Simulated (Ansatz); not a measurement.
# What LiZnF3 (model cell, started as cubic perovskite with Zn in the octahedra) distorts into, part 2 of 3

Wanted: the energy along a soft mode of LiZnF3 (model cell, started as cubic perovskite with Zn in the octahedra) and the structure at the end.

Ansatz 0.2.0; DFT PBEsol, scalar-relativistic, plane waves, PAW; PAW set soft_1.

So far, highest frequency on the path or at a solved wavevector (cm⁻¹): step 2 (phonons on a q mesh) 579. Also lowest frequency on the path (cm⁻¹): step 2 -231.

The structure was built from a prototype and need not be the compound's stable phase.

## (4) The mode frozen in, largest atomic shift 0.6 Å

The atoms are moved along the unstable eigenvector, the largest shift by 0.6 Å, with the cell fixed.

The input, input.yaml:

```yaml
crystal:
  lattice:
    - [3.9677040432, 3.9677040432, 0.0]
    - [3.9677040432, 0.0, 3.9677040432]
    - [3.9677040432, 0.0, -3.9677040432]
  atoms:
    - { symbol: Li, position: [-0.1512209564, 0.0756104782, 0.0756104782] }
    - { symbol: Li, position: [0.1512209564, 0.4243895218, 0.4243895218] }
    - { symbol: Zn, position: [0.5, 0.25, 0.75] }
    - { symbol: Zn, position: [0.5, 0.75, 0.25] }
    - { symbol: F, position: [0.5, 0.0167602514, 0.0167602514] }
    - { symbol: F, position: [0.5, 0.4832397486, 0.4832397486] }
    - { symbol: F, position: [0.0, 0.5, 0.0] }
    - { symbol: F, position: [0.0, 0.0, 0.5] }
    - { symbol: F, position: [0.5, 0.0167602514, 0.4832397486] }
    - { symbol: F, position: [0.5, 0.4832397486, 0.0167602514] }
kpoints:
  mp_grid: { grid: [6, 6, 6] }
hamiltonian:
  xc: pbesol
  pseudopotentials: { kind: paw, azcp: { folder: soft_1 }, xc_functional: pbe }
scf:
  occupations: { method: gaussian, width: 0.02 }
output:
  forces: true
  stress: true
  eigenvalues: true
```

The run is started by

```console
$ ansatz run input.yaml --threads 4 --pin off --max-ram 16384MiB --backend cpu --events-out ev --progress --plain --runs-dir out
```

Numbers of over 12 decimals in the logs are rounded to 6 here.

The program printed:

```text
[...]
Crystal: 10 atoms, lattice volume = 124.925 Å³
Basis set: ecut = 420 eV, 2421 PW (Γ), exchange–correlation on 80×80×80 points (8 copies of the dense FFT grid, shifted against one another)
Bands: 46, of which v1, the nominal top of the filled ones, is band 36 counted from 1 (35 counted from 0)
Symmetry: 16 space group operations
[...]
k-points: 30 of 216
[...]
k-point 0: bands = [... 32 lower, 0.7156, 0.7156, 2.3370, 2.4706, 5.7442, 10.0031, 10.4121, 12.1559, ... 1 higher]
  k-point 1: bands = [... 32 lower, 0.6408, 0.6612, 2.1647, 2.2975, 6.1125, 10.1141, 10.3704, 11.2364, ... 1 higher]
  k-point 2: bands = [... 32 lower, 0.7236, 0.7513, 1.7409, 1.8579, 7.0227, 9.4590, 10.4451, 10.9552, ... 1 higher]
  k-point 29: bands = [... 32 lower, 0.6183, 0.6183, 0.8608, 2.3347, 8.4799, 9.0424, 10.5235, 10.5235, ... 1 higher]
[key lines of the parts left out:]
SCF converged after 11 iterations
Free energy (F): -11777.322904 eV
Fermi energy:    4.107373 eV
P = ⅓ Tr σ = 0.7477 GPa (7.477 kbar)
```

It took 2.8 s on 4 threads of Intel Xeon Platinum 8375C at 2.90GHz (Ice Lake), shared host; peak memory 0.58 GiB.

This step gave:

* pressure: 0.7477 GPa
* gap on the k-mesh: 3.274 eV
* energy from the undistorted cell: -44.05 meV/atom

The energy, extrapolated to zero smearing, is -44.05 meV/atom against the undistorted cell.

The run ends at a pressure of 0.75 GPa, with forces up to 0.37 eV/Å.

## (5) Energy along the mode, all amplitudes (two of the runs are shown above)

An imaginary frequency means negative curvature, so the energy should fall and then rise again as anharmonic terms take over.

Numbers from this step:

* depth at the lowest point sampled: 44.05 meV/atom
* largest atomic shift at that point: 0.6 Å

Table of energy from the parent by largest atomic shift:

| largest atomic shift (Å) | energy from the parent (meV/atom) |
| --- | --- |
| 0.000 | 0 |
| 0.040 | -0.251 |
| 0.080 | -1.00 |
| 0.140 | -3.04 |
| 0.220 | -7.39 |
| 0.320 | -15.1 |
| 0.450 | -28.0 |
| 0.600 | -44.0 |

Displacement at unit largest shift by atom:

| atom | x (Å) | y (Å) | z (Å) | size |
| --- | --- | --- | --- | --- |
| Li1 | 0.00 | -1.00 | 0.00 | 1.00 |
| Li2 | 0.00 | 1.00 | 0.00 | 1.00 |
| Zn3 | 0.00 | 0.00 | 0.00 | 0.00 |
| Zn4 | 0.00 | 0.00 | 0.00 | 0.00 |
| F5 | 0.22 | 0.00 | 0.00 | 0.22 |
| F6 | -0.22 | 0.00 | 0.00 | 0.22 |
| F7 | 0.00 | 0.00 | 0.00 | 0.00 |
| F8 | 0.00 | 0.00 | 0.00 | 0.00 |
| F9 | 0.00 | 0.00 | 0.22 | 0.22 |
| F10 | 0.00 | 0.00 | -0.22 | 0.22 |

The lowest of the steps tried is the last one, at 0.6 Å, 44.0 meV/atom below the parent; the bottom of the well need not coincide with a step.

## (6) Relaxing from the distorted cell

Starting from the lowest point found, all atoms and the cell are let go, so that strain and other modes of the same symmetry can join in.

input.yaml: that of step 4 with these lines changed.

```diff
@@ -22,3 +22,3 @@
 scf:
-  occupations: { method: gaussian, width: 0.02 }
+  occupations: { method: fixed }
 output:
@@ -27 +27,10 @@
   eigenvalues: true
+  write_density: true
+  write_potential: true
+  elf: true
+  volumetric_format: npy
+relax:
+  adjacent_minimum: "off"
+  f_tol: 0.002
+  max_steps: 120
+  cell: { stress_tol: 0.03 }
```

The program printed:

```text
[...]
Crystal: 10 atoms, lattice volume = 124.925 Å³
Basis set: ecut = 420 eV, 2421 PW (Γ), exchange–correlation on 80×80×80 points (8 copies of the dense FFT grid, shifted against one another)
Bands: 46, of which v1, the nominal top of the filled ones, is band 36 counted from 1 (35 counted from 0)
Symmetry: 16 space group operations
[...]
k-points: 30 of 216
[...]
SCF iter   1: F=—  HF=-11786.925601 eV  |F-HF|=—  |Δ(HF+E_count)|=         —  Δρ=1.82e-1  dr2=2.50e1  ethr=3.10e-3  ⟨swp⟩=4.5  Hψ=5454  notcnv=0  defer=211
[...]
SCF iter  11: F=-11777.322904 eV  HF=-11777.322903 eV  |F-HF|=3.63e-8  |Δ(HF+E_count)|=   4.67e-7  Δρ=2.90e-6  dr2=1.25e-8  ethr=1.39e-10  ⟨swp⟩=15.9  Hψ=11595  notcnv=0
SCF 1 converged in 11 iterations: F = -11777.322904 eV  dr2 = 1.25e-8
[...]
relax step   1: F+E_penalty+E_count = -11777.32290352 eV  Δ(F+E_penalty+E_count) = +0.000e0 eV  max|allowed force component| = 3.729e-1 eV/Å  Δτ_max = 0.0000 Å  P = +0.748 GPa  Ω = 124.925 Å³  (11 SCF iters, dr2 threshold 1.00e-7 eV, accepted)
Crystal: 10 atoms, lattice volume = 126.077 Å³
Basis set: ecut = 420 eV, 2445 PW (Γ), exchange–correlation on 80×80×80 points (8 copies of the dense FFT grid, shifted against one another)
[...]
iter 1 solved again at ethr=2.20e-5 eV; its pass at ethr=3.10e-3 eV (dr2=1.58e-2 eV) is discarded
[...]
SCF iter   7: F=-11777.406050 eV  HF=-11777.406050 eV  |F-HF|=4.44e-7  |Δ(HF+E_count)|=   6.25e-7  Δρ=1.64e-5  dr2=2.63e-7  ethr=1.39e-9  ⟨swp⟩=9.0  Hψ=10206  notcnv=0
SCF 2 converged in 7 iterations: F = -11777.406050 eV  dr2 = 2.63e-7
relax step   2: F+E_penalty+E_count = -11777.40605030 eV  Δ(F+E_penalty+E_count) = -8.315e-2 eV  max|allowed force component| = 3.297e-1 eV/Å  Δτ_max = 0.0669 Å  P = +0.209 GPa  Ω = 126.077 Å³  energy of the carried Pulay correction = -3.167e-3 eV  (7 SCF iters, dr2 threshold 1.00e-6 eV, accepted)
Crystal: 10 atoms, lattice volume = 125.661 Å³
Basis set: ecut = 420 eV, 2437 PW (Γ), exchange–correlation on 80×80×80 points (8 copies of the dense FFT grid, shifted against one another)
[...]
SCF iter   8: F=-11777.495278 eV  HF=-11777.495277 eV  |F-HF|=1.87e-7  |Δ(HF+E_count)|=   1.06e-5  Δρ=2.90e-5  dr2=5.86e-7  ethr=1.39e-9  ⟨swp⟩=16.2  Hψ=12500  notcnv=0
SCF 3 converged in 8 iterations: F = -11777.495278 eV  dr2 = 5.86e-7
  Residual-converged pass: ⟨swp⟩=1.0  Hψ=1500  notcnv=0  max |occ|·‖R‖ = 6.9e-9 eV (tolerance 1.0e-8 eV)  dr2=5.86e-7  dr2_onsite=6.55e-8  max |Δocc| = 0.0e0
[...]
relax step   3: F+E_penalty+E_count = -11777.49527766 eV  Δ(F+E_penalty+E_count) = -8.923e-2 eV  max|allowed force component| = 2.769e-1 eV/Å  Δτ_max = 0.1905 Å  P = +2.252 GPa  Ω = 125.661 Å³  energy of the carried Pulay correction = -2.026e-3 eV  (8 SCF iters, dr2 threshold 1.00e-6 eV, accepted)
[...]
relax step   4: F+E_penalty+E_count = -11777.51820515 eV  Δ(F+E_penalty+E_count) = -2.293e-2 eV  max|allowed force component| = 1.088e-1 eV/Å  Δτ_max = 0.0455 Å  P = -0.932 GPa  Ω = 129.306 Å³  energy of the carried Pulay correction = -1.188e-2 eV  (8 SCF iters, dr2 threshold 1.00e-6 eV, accepted)
[...]
relax step   5: F+E_penalty+E_count = -11777.52822280 eV  Δ(F+E_penalty+E_count) = -1.002e-2 eV  max|allowed force component| = 3.664e-2 eV/Å  Δτ_max = 0.0131 Å  P = -0.041 GPa  Ω = 128.096 Å³  energy of the carried Pulay correction = -8.643e-3 eV  (6 SCF iters, dr2 threshold 1.00e-6 eV, accepted)
[...]
relax step   6: F+E_penalty+E_count = -11777.52864430 eV  Δ(F+E_penalty+E_count) = -4.215e-4 eV  max|allowed force component| = 5.086e-3 eV/Å  Δτ_max = 0.0088 Å  P = +0.039 GPa  Ω = 128.052 Å³  energy of the carried Pulay correction = -8.525e-3 eV  (6 SCF iters, dr2 threshold 8.39e-8 eV, accepted)
[...]
relax step   7: F+E_penalty+E_count = -11777.52847265 eV  Δ(F+E_penalty+E_count) = +1.716e-4 eV  max|allowed force component| = 1.969e-4 eV/Å  Δτ_max = 0.0009 Å  P = -0.000 GPa  Ω = 128.123 Å³  energy of the carried Pulay correction = -8.716e-3 eV  (5 SCF iters, dr2 threshold 4.68e-9 eV, accepted)
[...]
relax step   8: F+E_penalty+E_count = -11777.53885429 eV  Δ(F+E_penalty+E_count) = -1.038e-2 eV  max|allowed force component| = 1.277e-4 eV/Å  Δτ_max = 0.0000 Å  P = +0.146 GPa  Ω = 128.123 Å³  stress off target by 1.77e-1 GPa  SCF on the basis re-selected at this cell (its energy is not comparable with the rows above)  (9 SCF iters)
[...]
relax step   9: F+E_penalty+E_count = -11777.53835359 eV  Δ(F+E_penalty+E_count) = +5.007e-4 eV  max|allowed force component| = 8.638e-4 eV/Å  Δτ_max = 0.0008 Å  P = +0.009 GPa  Ω = 128.356 Å³  energy of the carried Pulay correction = -6.370e-4 eV  (5 SCF iters, dr2 threshold 7.85e-8 eV, accepted)
[...]
SCF iter   7: F=-11777.539088 eV  HF=-11777.539088 eV  |F-HF|=9.09e-11  |Δ(HF+E_count)|=   1.49e-9  Δρ=9.26e-8  dr2=4.94e-12  ethr=1.00e-12  ⟨swp⟩=13.4  Hψ=9309  notcnv=0
SCF 10 converged in 7 iterations: F = -11777.539088 eV  dr2 = 4.94e-12
relax step  10: F+E_penalty+E_count = -11777.53908762 eV  Δ(F+E_penalty+E_count) = -7.340e-4 eV  max|allowed force component| = 9.424e-4 eV/Å  Δτ_max = 0.0000 Å  P = +0.013 GPa  Ω = 128.356 Å³  stress off target by 1.80e-2 GPa  SCF on the basis re-selected at this cell (its energy is not comparable with the rows above)  (7 SCF iters)
[...]
SCF converged after 7 iterations
Free energy (F): -11777.539088 eV
[...]
Internal energy: -11777.539088 eV  (E = F + TS)
E sigma→0 (E₀):  -11777.539088 eV
Fermi energy:    1.938366 eV
[...]
--- Forces (eV/Å), atoms counted from 1 ---
  atom   1  Li     0.00000000    -0.00094244    -0.00000000
  atom   2  Li    -0.00000000     0.00094244     0.00000000
  atom   3  Zn    -0.00000000    -0.00000000     0.00000000
  atom   4  Zn    -0.00000000     0.00000000     0.00000000
  atom   5  F     -0.00036262     0.00000000    -0.00000000
  atom   6  F      0.00036262    -0.00000000     0.00000000
  atom   7  F     -0.00000000     0.00000000     0.00000000
  atom   8  F     -0.00000000    -0.00000000    -0.00000000
  atom   9  F      0.00000000    -0.00000000    -0.00036262
  atom  10  F      0.00000000     0.00000000     0.00036262
  max |Σ_I F_I| component: 7.59e-19 eV/Å
--- Stress (GPa, compression-positive) ---
        0.018011      -0.000000       0.000000
       -0.000000       0.002223       0.000000
        0.000000       0.000000       0.018011
  P = ⅓ Tr σ = 0.0127 GPa (0.127 kbar)
--- Band table (eV; the first three rows and the last of 30) ---
  k-point 0: bands = [... 32 lower, 0.4275, 0.4275, 1.6662, 1.9384, 5.3454, 9.6199, 10.2268, 11.5936, ... 6 higher]
  k-point 1: bands = [... 32 lower, 0.3620, 0.3815, 1.5096, 1.7807, 5.7071, 9.6779, 10.1007, 10.7999, ... 6 higher]
  k-point 2: bands = [... 32 lower, 0.3307, 0.3499, 1.1523, 1.3741, 6.6045, 9.0110, 9.9696, 10.5323, ... 6 higher]
  k-point 29: bands = [... 32 lower, 0.3357, 0.3357, 0.4092, 1.6641, 8.0828, 8.7432, 10.0459, 10.1719, ... 6 higher]
--- Relaxed structure (8 steps of the walk, 8 accepted, 2 SCFs on fresh bases) ---
  F+E_penalty+E_count = -11777.53908762 eV   max|allowed force component| = 9.424e-4 eV/Å   (the final SCF, on the basis selected at the relaxed cell)
  cell:  # Å, volume = 128.3555 Å³
    - [4.019976, 3.971346, 0.0]
    - [4.019976, 0, 4.019976]
    - [4.019976, 0, -4.019976]
  atoms:
    - { symbol: Li, position: [-0.208168, 0.104084, 0.104084] }
    - { symbol: Li, position: [0.208168, 0.395916, 0.395916] }
    - { symbol: Zn, position: [0.5, 0.25, 0.750000] }
    - { symbol: Zn, position: [0.5, 0.750000, 0.25] }
    - { symbol: F, position: [0.5, 0.031784, 0.031784] }
    - { symbol: F, position: [0.5, 0.468216, 0.468216] }
    - { symbol: F, position: [-1.2132602617087359e-18, 0.500000, 0.0] }
    - { symbol: F, position: [-1.2132602617087359e-18, 0.0, 0.500000] }
    - { symbol: F, position: [0.5, 0.031784, 0.468216] }
    - { symbol: F, position: [0.5, 0.468216, 0.031784] }
```

Elapsed: 27 s, on 4 threads; peak memory 0.64 GiB.

The steps of the relaxation:

| step | energy less that of the first step (eV) | largest force component (eV/Å) | pressure (GPa) | volume (Å³) |
| --- | --- | --- | --- | --- |
| 1 | 0.0000 | 0.3729 | 0.75 | 124.92 |
| 2 | -0.0831 | 0.3297 | 0.21 | 126.08 |
| 3 | -0.1724 | 0.2769 | 2.25 | 125.66 |
| 4 | -0.1953 | 0.1088 | -0.93 | 129.31 |
| 5 | -0.2053 | 0.0366 | -0.04 | 128.10 |
| 6 | -0.2057 | 0.0051 | 0.04 | 128.05 |
| 7 | -0.2056 | 0.0002 | 0.00 | 128.12 |
| 8* | -0.2159 | 0.0001 | 0.15 | 128.12 |
| 9 | -0.2154 | 0.0009 | 0.01 | 128.36 |
| 10* | -0.2162 | 0.0009 | 0.01 | 128.36 |

Relaxation steps marked * repeat the geometry before them on a plane-wave basis chosen anew for their cell, so energy and pressure can jump there.

Forces are held to the 16 operations that the run works with; a distortion that breaks them can't arise in this run.

| conventional cell, symmetrised | before | after | change |
| --- | --- | --- | --- |
| a (Å) | 5.611 | 5.685 | +1.3 % |
| b (Å) | 5.611 | 5.685 | +1.3 % |
| c (Å) | 7.935 | 7.943 | +0.1 % |
| volume (Å³/atom) | 12.49 | 12.84 | +2.7 % |

The atoms that moved most (Å, as changes of fractional coordinates times the final cell):

| atom | dx | dy | dz | length |
| --- | --- | --- | --- | --- |
| Li2 | 0.000 | 0.226 | 0.000 | 0.226 |
| Li1 | 0.000 | -0.226 | 0.000 | 0.226 |
| F5 | 0.121 | 0.000 | 0.000 | 0.121 |
| F10 | 0.000 | 0.000 | -0.121 | 0.121 |
| F9 | 0.000 | 0.000 | 0.121 | 0.121 |
| F6 | -0.121 | 0.000 | 0.000 | 0.121 |

Numbers from this step:

* pressure: 0.01275 GPa
* gap on the k-mesh: 3.407 eV
* volume per atom: 12.84 Å³

ELF in the ac plane of the conventional cell at fractional y = 0.000, with atoms of Li and Zn and F within 0.2 Å of it. It is the smooth field of the valence electrons, not physical close to the nuclei.

Ten even steps from '_' (0.00) to '@' (0.98), each cell a mean:
```
____________________..__________
::__________..____..__________..
%%==________....::..________..##
@@**______::++******--..____::@@
##::____..++####**##**--____..**
________::++##**++####--..______
________..==**######++::________
__________..--====--::__________
____________........____________
____________..______..__________
__________..________..__________
__________..________..__________
____________..____....__________
____________....::....__________
__________::++******--..________
________..++####**##**--________
--______::++##****####--______::
@@++____..--**######++::____..%%
@@**______..--====--..______::@@
**::________........__________++
____________..______..__________
________________________________
```
Columns run along a (5.7 Å), rows up along c (7.9 Å), edges of the conventional cell, whose origin can differ from the input's. Atoms in or near the plane, at fractional coordinates: Li at (0.00, 0.85), Li at (0.00, 0.15), Zn at (0.50, 0.50), Zn at (0.50, 0.00), F at (0.50, 0.75), F at (0.50, 0.25).

Valence density in the ac plane of the conventional cell at fractional y = 0.000, with atoms of Li and Zn and F within 0.2 Å of it. It is the smooth field of the valence electrons, not physical close to the nuclei.

Ten steps, logarithmic in the rise over the least value, from '_' (0 e/Å³) to '@' (32 e/Å³), each cell a mean:
```
__________..--##%%++::..________
--..________::--==::..________::
**--________..::::..________..++
**--________::--==::..______..++
::________..--**##++::________::
__________..==####++::__________
__________..::++++==..__________
____________..::::::____________
____________..::::..____________
__________..::++**==..__________
__________..==%%@@**::__________
__________..--##%%++::__________
____________::--==::..__________
____________..::::..____________
____________::--==::..__________
__________..--**##++::__________
__________..==####++::__________
==::______..::++++==..________--
**==________..::::::________..**
++::________..::::..________..==
..________..::++**==..__________
__________..==%%@@**::..________
```
Columns run along a (5.7 Å), rows up along c (7.9 Å), edges of the conventional cell, whose origin can differ from the input's. Atoms in or near the plane, at fractional coordinates: Li at (0.00, 0.85), Li at (0.00, 0.15), Zn at (0.50, 0.50), Zn at (0.50, 0.00), F at (0.50, 0.75), F at (0.50, 0.25).

Electrostatic potential energy in the ac plane of the conventional cell at fractional y = 0.000, with atoms of Li and Zn and F within 0.2 Å of it. With pseudopotentials it is smooth inside the atoms' cores, unlike the true potential.

Values in eV, 22 rows by 16 columns, each cell a mean:
```
  0   3   5   6   5  -3 -31 -50 -51 -43 -14   3   6   6   4   1
-15  -6   3   6   6   3 -12 -30 -35 -21  -2   5   6   5  -1 -12
-35 -18  -1   5   6   6   3  -2  -4   1   5   6   6   3  -9 -29
-34 -19  -1   5   7   7   5  -9 -14  -1   7   7   6   3  -9 -29
-15  -6   2   6   8   8  -8 -34 -40 -22   5   8   7   4  -1 -12
  1   2   5   7   8   8 -13 -39 -43 -28   3   8   7   6   3   1
  5   5   6   7   8   8  -1 -25 -30 -13   7   8   8   7   6   5
  7   7   7   8   8   7   5   0  -2   3   6   8   8   7   7   7
  8   8   8   8   7   5  -2 -13 -16  -7   3   6   7   8   8   8
  8   8   8   8   6   0 -21 -43 -46 -33  -8   4   7   8   8   8
  8   8   8   8   5  -5 -35 -51 -51 -47 -18   3   7   8   8   8
  8   8   8   8   6  -3 -31 -50 -51 -43 -14   4   7   8   8   8
  8   8   8   8   6   3 -12 -30 -35 -21  -2   5   7   8   8   8
  7   7   8   8   7   6   3  -2  -4   1   5   7   8   8   7   7
  6   6   7   8   8   8   5  -9 -14  -1   7   8   8   7   7   6
  3   4   6   7   8   8  -8 -34 -39 -22   5   8   8   6   5   4
 -4   0   4   6   8   8 -13 -39 -44 -28   3   8   7   5   2  -3
-25 -13   1   5   7   8  -1 -25 -30 -13   6   8   6   3  -5 -21
-38 -21  -1   5   7   7   5   0  -2   3   6   7   6   3 -10 -31
-27 -13   1   5   6   5  -2 -13 -16  -7   3   6   6   4  -5 -22
 -6   0   4   6   5   0 -21 -43 -46 -33  -8   4   6   5   2  -4
  2   4   6   7   5  -5 -35 -51 -51 -47 -18   3   7   7   5   3
```
Columns run along a (5.7 Å; values clipped at the 3rd and 97th percentile), rows up along c (7.9 Å), edges of the conventional cell, whose origin can differ from the input's. Atoms in or near the plane, at fractional coordinates: Li at (0.00, 0.85), Li at (0.00, 0.15), Zn at (0.50, 0.50), Zn at (0.50, 0.00), F at (0.50, 0.75), F at (0.50, 0.25).

The distorted start has space group I4/mmm; the relaxation ends in I4/mmm.

## (7) The new phase in its own primitive cell

The relaxed structure is symmetrised, reduced to its primitive cell and relaxed tightly, as its phonons need.

The input, input.yaml:

```yaml
crystal:
  lattice:
    - [-2.84255231, 2.84255231, 3.9713458651]
    - [2.84255231, -2.84255231, 3.9713458651]
    - [2.84255231, 2.84255231, -3.9713458651]
  atoms:
    - { symbol: Li, position: [0.8540837633, 0.8540837633, 0.0] }
    - { symbol: Li, position: [0.1459162367, 0.1459162367, 0.0] }
    - { symbol: Zn, position: [0.5, 0.0, 0.5] }
    - { symbol: Zn, position: [0.0, 0.5, 0.5] }
    - { symbol: F, position: [0.781784383, 0.218215617, 0.0] }
    - { symbol: F, position: [0.218215617, 0.781784383, 0.0] }
    - { symbol: F, position: [0.75, 0.25, 0.5] }
    - { symbol: F, position: [0.25, 0.75, 0.5] }
    - { symbol: F, position: [0.218215617, 0.218215617, 0.436431234] }
    - { symbol: F, position: [0.781784383, 0.781784383, 0.563568766] }
kpoints:
  mp_grid: { grid: [6, 6, 6] }
hamiltonian:
  xc: pbesol
  pseudopotentials: { kind: paw, azcp: { folder: soft_1 }, xc_functional: pbe }
scf:
  occupations: { method: fixed }
output:
  forces: true
  stress: true
  eigenvalues: true
relax:
  adjacent_minimum: "off"
  f_tol: 0.001
  max_steps: 60
  cell: { stress_tol: 0.01 }
```

The program printed:

```text
[...]
Crystal: 10 atoms, lattice volume = 128.356 Å³
Basis set: ecut = 420 eV, 2549 PW (Γ), exchange–correlation on 80×80×80 points (8 copies of the dense FFT grid, shifted against one another)
Bands: 46, of which v1, the nominal top of the filled ones, is band 36 counted from 1 (35 counted from 0)
Symmetry: 16 space group operations
[...]
k-points: 30 of 216
[...]
- { symbol: Li, position: [0.145893, 0.145893, 0] }
    - { symbol: Zn, position: [0.5, 0, 0.5] }
    - { symbol: Zn, position: [0, 0.5, 0.5] }
    - { symbol: F, position: [0.781777, 0.218223, 0.0] }
    - { symbol: F, position: [0.218223, 0.781777, 0.0] }
    - { symbol: F, position: [0.75, 0.250000, 0.5] }
    - { symbol: F, position: [0.250000, 0.75, 0.5] }
    - { symbol: F, position: [0.218223, 0.218223, 0.436445] }
    - { symbol: F, position: [0.781777, 0.781777, 0.563555] }
[key lines of the parts left out:]
SCF converged after 6 iterations
Free energy (F): -11777.539096 eV
Fermi energy:    1.937186 eV
P = ⅓ Tr σ = 0.0060 GPa (0.060 kbar)
```

It took 7.4 s on 4 threads; peak memory 0.62 GiB.

Little changed from the start: no atom moved by 0.005 Å and no cell edge by 0.1 %.

This step gave:

| Property | Result |
| --- | --- |
| pressure | 0.006003 GPa |
| direct gap on mesh | 3.407 eV |

The largest force component left is 0.29 meV/Å and the pressure is 0.006 GPa, within the tolerances set. The cell now holds 12.84 Å³/atom.

[end of part 2 of 3]

[Logs are printed without paths, hosts, clocks, repeated set-up lines and the standing remarks that a program may print on its own settings, such as how far it seeks lower states.]

[Hosts, paths, dates, database ids (printed as entryN), source tags and the programs' standing remarks are cut or masked in the printed files.]
